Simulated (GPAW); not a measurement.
# Work function of OH/Ti(0001) at several levels, part 2 of 2

How far do functional and basis move the work function of OH/Ti(0001)?

GPAW 26.7.0; GPAW, PAW setups; slab in vacuum, relaxation (the session's first sound run).

So far, upper work function (eV): step 2 (relaxing the atoms, PBE, GPAW) 1.98; step 4 (self-consistent run: xc = "revPBE") 1.83; step 5 (self-consistent run: xc = "RPBE") 1.85; step 6 (self-consistent run: xc = "LDA") 2.23; step 7 (self-consistent run: xc = "vdW-DF2", GPAW, PAW setups, GPAW) 2.83.

## Step 8: OptPBE vdW: xc = "optPBE-vdW"

The same geometry under optPBE-vdW, to see how far the functional moves the levels against the vacuum (the van der Waals functionals take revPBE setups).

Contents of run.py:

```python
import json
import numpy as np
from ase import Atoms
from gpaw import GPAW, PW

slab = Atoms(
    ['Ti', 'Ti', 'Ti', 'Ti', 'O', 'H'],
    positions=[
        [2.95000, 1.70318, 9.00000],
        [0.00000, 0.00000, 11.34230],
        [2.95000, 1.70318, 13.73963],
        [-0.00000, -0.00000, 16.03117],
        [2.95000, 1.70318, 17.31372],
        [2.95000, 1.70318, 18.29574]],
    cell=[[2.95, 0.0, 0.0], [1.475, 2.55477, 0.0], [0.0, 0.0, 27.49242]],
    pbc=[True, True, False])

slab.calc = GPAW(mode=PW(500), xc='optPBE-vdW', kpts={'size': (12, 12, 1), 'gamma': True},
                 occupations={'name': 'fermi-dirac', 'width': 0.1}, nbands='160%',
                 convergence={'density': 1e-05}, maxiter=200,
                 poissonsolver={'dipolelayer': 'xy'},
                 symmetry={'tolerance': 1e-3}, txt='slab.txt')
result = {}
energy = slab.get_potential_energy()
fermi = slab.calc.get_fermi_level()
v = slab.calc.get_electrostatic_potential().mean((0, 1)) - fermi
n = slab.calc.get_pseudo_density().mean((0, 1))
L = slab.cell[2, 2]
z = np.arange(len(v)) * L / len(v)
low, high = slab.positions[:, 2].min(), slab.positions[:, 2].max()
below, above = np.interp([low - 6.8, high + 6.8], z, v)
slopes = [np.interp(x, z, np.gradient(v, z)) for x in (low - 6.8, high + 6.8)]
eps = np.array([[slab.calc.get_eigenvalues(k, s) for k in range(len(slab.calc.get_ibz_k_points()))]
                for s in range(slab.calc.get_number_of_spins())]) - fermi
top, bottom = eps[eps < 0].max(), eps[eps > 0].min()
dipole = slab.get_dipole_moment()[2]
print(f'energy {energy:.4f} eV, Fermi level {fermi:.4f} eV, dipole {dipole:.5f} e A')
print(f'potential 6.8 A off the faces, from the Fermi level: lower {below:.4f} eV, upper {above:.4f} eV')
print(f'slope of the potential there: lower {slopes[0]:.5f}, upper {slopes[1]:.5f} eV/A')
print(f'nearest levels on the mesh: {top:.4f} and {bottom:.4f} eV')
print('magnetic moment', round(slab.get_magnetic_moment(), 3))
result.update(energy=energy, fermi=fermi, dipole=dipole, below=below, above=above, slopes=slopes, edges=[top, bottom],
              z=z.tolist(), v=v.tolist(), n=n.tolist(), positions=slab.positions.tolist(),
              forces=slab.get_forces(apply_constraint=False).tolist(), moments=slab.get_magnetic_moments().tolist())
json.dump(result, open('result.json', 'w'))
```

Launch:

```
> OMP_NUM_THREADS=1 OPENBLAS_NUM_THREADS=1 python run.py
```

The log of the run:

```text
energy -69.8572 eV, Fermi level 1.1982 eV, dipole 0.09168 e A
potential 6.8 A off the faces, from the Fermi level: lower 4.5485 eV, upper 2.3492 eV
slope of the potential there: lower 0.00028, upper 0.00109 eV/A
nearest levels on the mesh: -0.0137 and 0.0410 eV
magnetic moment 0.0
```

It took 2.6 min on 1 thread of Intel Xeon Platinum 8488C (Sapphire Rapids), shared host; peak memory 0.49 GiB.

Numbers from this step:

```
dipole along the normal                    : 0.09168 e·Å
levels nearest the Fermi level on the mesh : -0.01370, 0.04099 eV from the Fermi level
upper work function                        : 2.349 eV
lower work function                        : 4.549 eV
```

The electrostatic potential energy of an electron (without an applied field's), less the Fermi level, planar mean oscillates, so the rows of the table below give means over windows of 1 Å about each position, cut where the curve ends. Its maxima inside the range that stand out by 2 % of the span (Å: eV): 2.7: 4.55, 10.2: -0.236, 12.5: -0.114, 14.9: -0.376, 16.9: -5.93, 17.9: -0.259. Its minima: 9.0: -19.5, 11.4: -19.4, 13.7: -19.4, 16.0: -20.0, 17.3: -11.4, 18.3: -1.40.

The electrostatic potential energy of an electron (without an applied field's), less the Fermi level, planar mean by z; means over each step:

```tsv
z (Å)	electrostatic potential energy of an electron (without an applied field's), less the Fermi level, planar mean (eV)
0	4.13
1	4.55
2	4.55
3	4.55
4	4.55
5	4.53
6	4.44
7	3.70
8	-1.56
9	-15.4
10	-2.33
11	-12.2
12	-6.72
13	-5.34
14	-13.4
15	-2.32
16	-15.7
17	-8.49
18	-1.82
19	0.907
20	1.97
21	2.23
22	2.31
23	2.34
24	2.35
25	2.35
26	2.35
27	2.48
```

The upper face's work function is 2.349 eV, against 1.984 eV in the first plane-wave PBE run at this geometry.

## Step 9: Real-space grid: mode = "fd"

A real-space grid is a second complete basis, so it checks the plane-wave result.

Edit run.py of step 8 so:

```diff
@@ -3,3 +3,3 @@
 from ase import Atoms
-from gpaw import GPAW, PW
+from gpaw import GPAW
 
@@ -17,3 +17,3 @@
 
-slab.calc = GPAW(mode=PW(500), xc='optPBE-vdW', kpts={'size': (12, 12, 1), 'gamma': True},
+slab.calc = GPAW(mode='fd', h=0.18, xc='PBE', kpts={'size': (12, 12, 1), 'gamma': True},
                  occupations={'name': 'fermi-dirac', 'width': 0.1}, nbands='160%',
```

The log of the run:

```text
energy -38.2954 eV, Fermi level -3.1743 eV, dipole 0.10248 e A
potential 6.8 A off the faces, from the Fermi level: lower 4.4043 eV, upper 1.9441 eV
slope of the potential there: lower -0.00003, upper 0.00043 eV/A
nearest levels on the mesh: -0.0073 and 0.0384 eV
magnetic moment 0.0
```

The job ended after 9.9 min (1 thread; peak memory 0.99 GiB).

Numbers from this step:

```
dipole along the normal                    : 0.1025 e·Å
levels nearest the Fermi level on the mesh : -0.007257, 0.03835 eV from the Fermi level
upper work function                        : 1.944 eV
lower work function                        : 4.404 eV
```

The upper face's work function is 1.944 eV, against 1.984 eV in the first plane-wave PBE run at this geometry.

## Step 10: Atomic orbitals: mode = "lcao"

Atom-centred orbitals end a few angstrom from the surface, which tests how much the density's tail matters.

Edit run.py of step 9 so:

```diff
@@ -17,4 +17,4 @@
 
-slab.calc = GPAW(mode='fd', h=0.18, xc='PBE', kpts={'size': (12, 12, 1), 'gamma': True},
-                 occupations={'name': 'fermi-dirac', 'width': 0.1}, nbands='160%',
+slab.calc = GPAW(mode='lcao', basis='dzp', h=0.18, xc='PBE', kpts={'size': (12, 12, 1), 'gamma': True},
+                 occupations={'name': 'fermi-dirac', 'width': 0.1}, nbands='120%',
                  convergence={'density': 1e-05}, maxiter=200,
```

The log of the run:

```text
energy -36.9464 eV, Fermi level -2.7033 eV, dipole 0.14076 e A
potential 6.8 A off the faces, from the Fermi level: lower 4.3927 eV, upper 1.0138 eV
slope of the potential there: lower -0.00000, upper -0.00000 eV/A
nearest levels on the mesh: -0.0120 and 0.0356 eV
magnetic moment 0.0
```

The job ended after 23 min (1 thread; peak memory 0.41 GiB).

This step gave:

```
dipole along the normal                    : 0.1408 e·Å
levels nearest the Fermi level on the mesh : -0.01199, 0.03564 eV from the Fermi level
upper work function                        : 1.014 eV
lower work function                        : 4.393 eV
```

The electrostatic potential energy of an electron (without an applied field's), less the Fermi level, planar mean oscillates, so the rows of the table below give means over windows of 1 Å about each position, cut where the curve ends. Its maxima inside the range that stand out by 2 % of the span (Å: eV): 2.8: 4.39, 10.1: -0.242, 12.6: -0.106, 14.9: -0.404, 16.8: -6.18, 18.0: -0.539. Its minima: 9.0: -19.6, 11.3: -19.4, 13.7: -19.5, 16.0: -20.1, 17.3: -11.6, 18.4: -1.74.

Table of electrostatic potential energy of an electron (without an applied field's), less the Fermi level, planar mean by z; means over each step:

z (Å), electrostatic potential energy of an electron (without an applied field's), less the Fermi level, planar mean (eV) and a bar from the least value:
```
        0        4.2 ##############################
        1        4.4 ##############################
        2        4.4 ##############################
        3        4.4 ##############################
        4        4.4 ##############################
        5        4.4 ##############################
        6        4.3 ##############################
        7        3.6 #############################
        8       -1.6 #####################
        9      -15.5 
       10       -2.3 ####################
       11      -12.3 #####
       12       -6.8 #############
       13       -5.4 ################
       14      -13.5 ####
       15       -2.3 ####################
       16      -15.9 
       17       -8.8 ###########
       18       -2.1 ####################
       19        0.3 ########################
       20        1.0 #########################
       21        1.0 #########################
       22        1.0 #########################
       23        1.0 #########################
       24        1.0 #########################
       25        1.0 #########################
       26        1.0 #########################
       27        1.0 #########################
```

The upper face's work function is 1.014 eV, against 1.984 eV in the first plane-wave PBE run at this geometry.

## Step 11: All levels side by side

Times are for 1 thread of Intel Xeon Platinum 8488C (Sapphire Rapids), shared host. The runs compared:

```tsv
no.	run	upper work function (eV)	lower work function (eV)	time	memory (GiB)
1	pw	1.984	4.405	2.3 min	0.29
2	revPBE	1.827	4.305	2.2 min	0.29
3	RPBE	1.852	4.295	2.1 min	0.29
4	LDA	2.228	4.586	2 min	0.29
5	vdW DF2	2.829	4.614	3.2 min	0.49
6	optPBE vdW	2.349	4.549	2.6 min	0.49
7	fd	1.944	4.404	9.9 min	0.99
8	lcao	1.014	4.393	23 min	0.41
```

## Step 12: Side by side

Results and costs are gathered.

This step: comparison of work functions, dipole and cost (GPAW 26.7.0).

Ladder, by row:

```tsv
step	code	work function, upper (eV)	work function, lower (eV)	dipole (e Å)	wall time (s)	peak memory (GiB)	threads
pw	GPAW	1.984	4.405	0.1009	140.3	0.29	1
revPBE	GPAW	1.827	4.305	0.1032	129.6	0.29	1
RPBE	GPAW	1.852	4.295	0.1018	123.7	0.29	1
LDA	GPAW	2.228	4.586	0.0983	121.7	0.29	1
vdW-DF2	GPAW	2.829	4.614	0.07444	193.1	0.49	1
optPBE-vdW	GPAW	2.349	4.548	0.09168	155.4	0.49	1
fd	GPAW	1.944	4.404	0.1025	595.3	0.99	1
lcao	GPAW	1.014	4.393	0.1408	1350	0.41	1
```

## Step 13: Results

| Item | Value |
| --- | --- |
| work function, upper and lower face | 1.984 and 4.405 eV |
| dipole along the normal | 0.101 e Å |

With plane waves and PBE the work function is 1.98 eV on the upper face and 4.40 eV on the lower. The two faces differ by 2.4 eV, the step that the slab's dipole makes (e p/(ε0 A) gives 2.4 eV), so the dipole layer is needed. Over the sound runs of the table the upper face's work function spans 1.014 (lcao) to 2.829 eV (vdW-DF2). Atomic orbitals miss the plane-wave value by -0.97 eV, since they describe the tail of the density in the vacuum poorly. The cell of 7.54 Å² holds one OH, started on one chosen site; other sites and coverages weren't tried. The runs had no spin polarisation, so a magnetic state, which thin layers of d-metal atoms can have, wasn't tested. The in-plane lattice was kept as typed, which isn't the functional's own and leaves some strain; spin-orbit coupling and temperature are left out.

[Logs are printed without paths, hosts, clocks, repeated set-up lines and the standing remarks that a program may print on its own settings, such as how far it seeks lower states.]

[Hosts, paths, dates, database ids (printed as entryN), source tags and the programs' standing remarks are cut or masked in the printed files.]
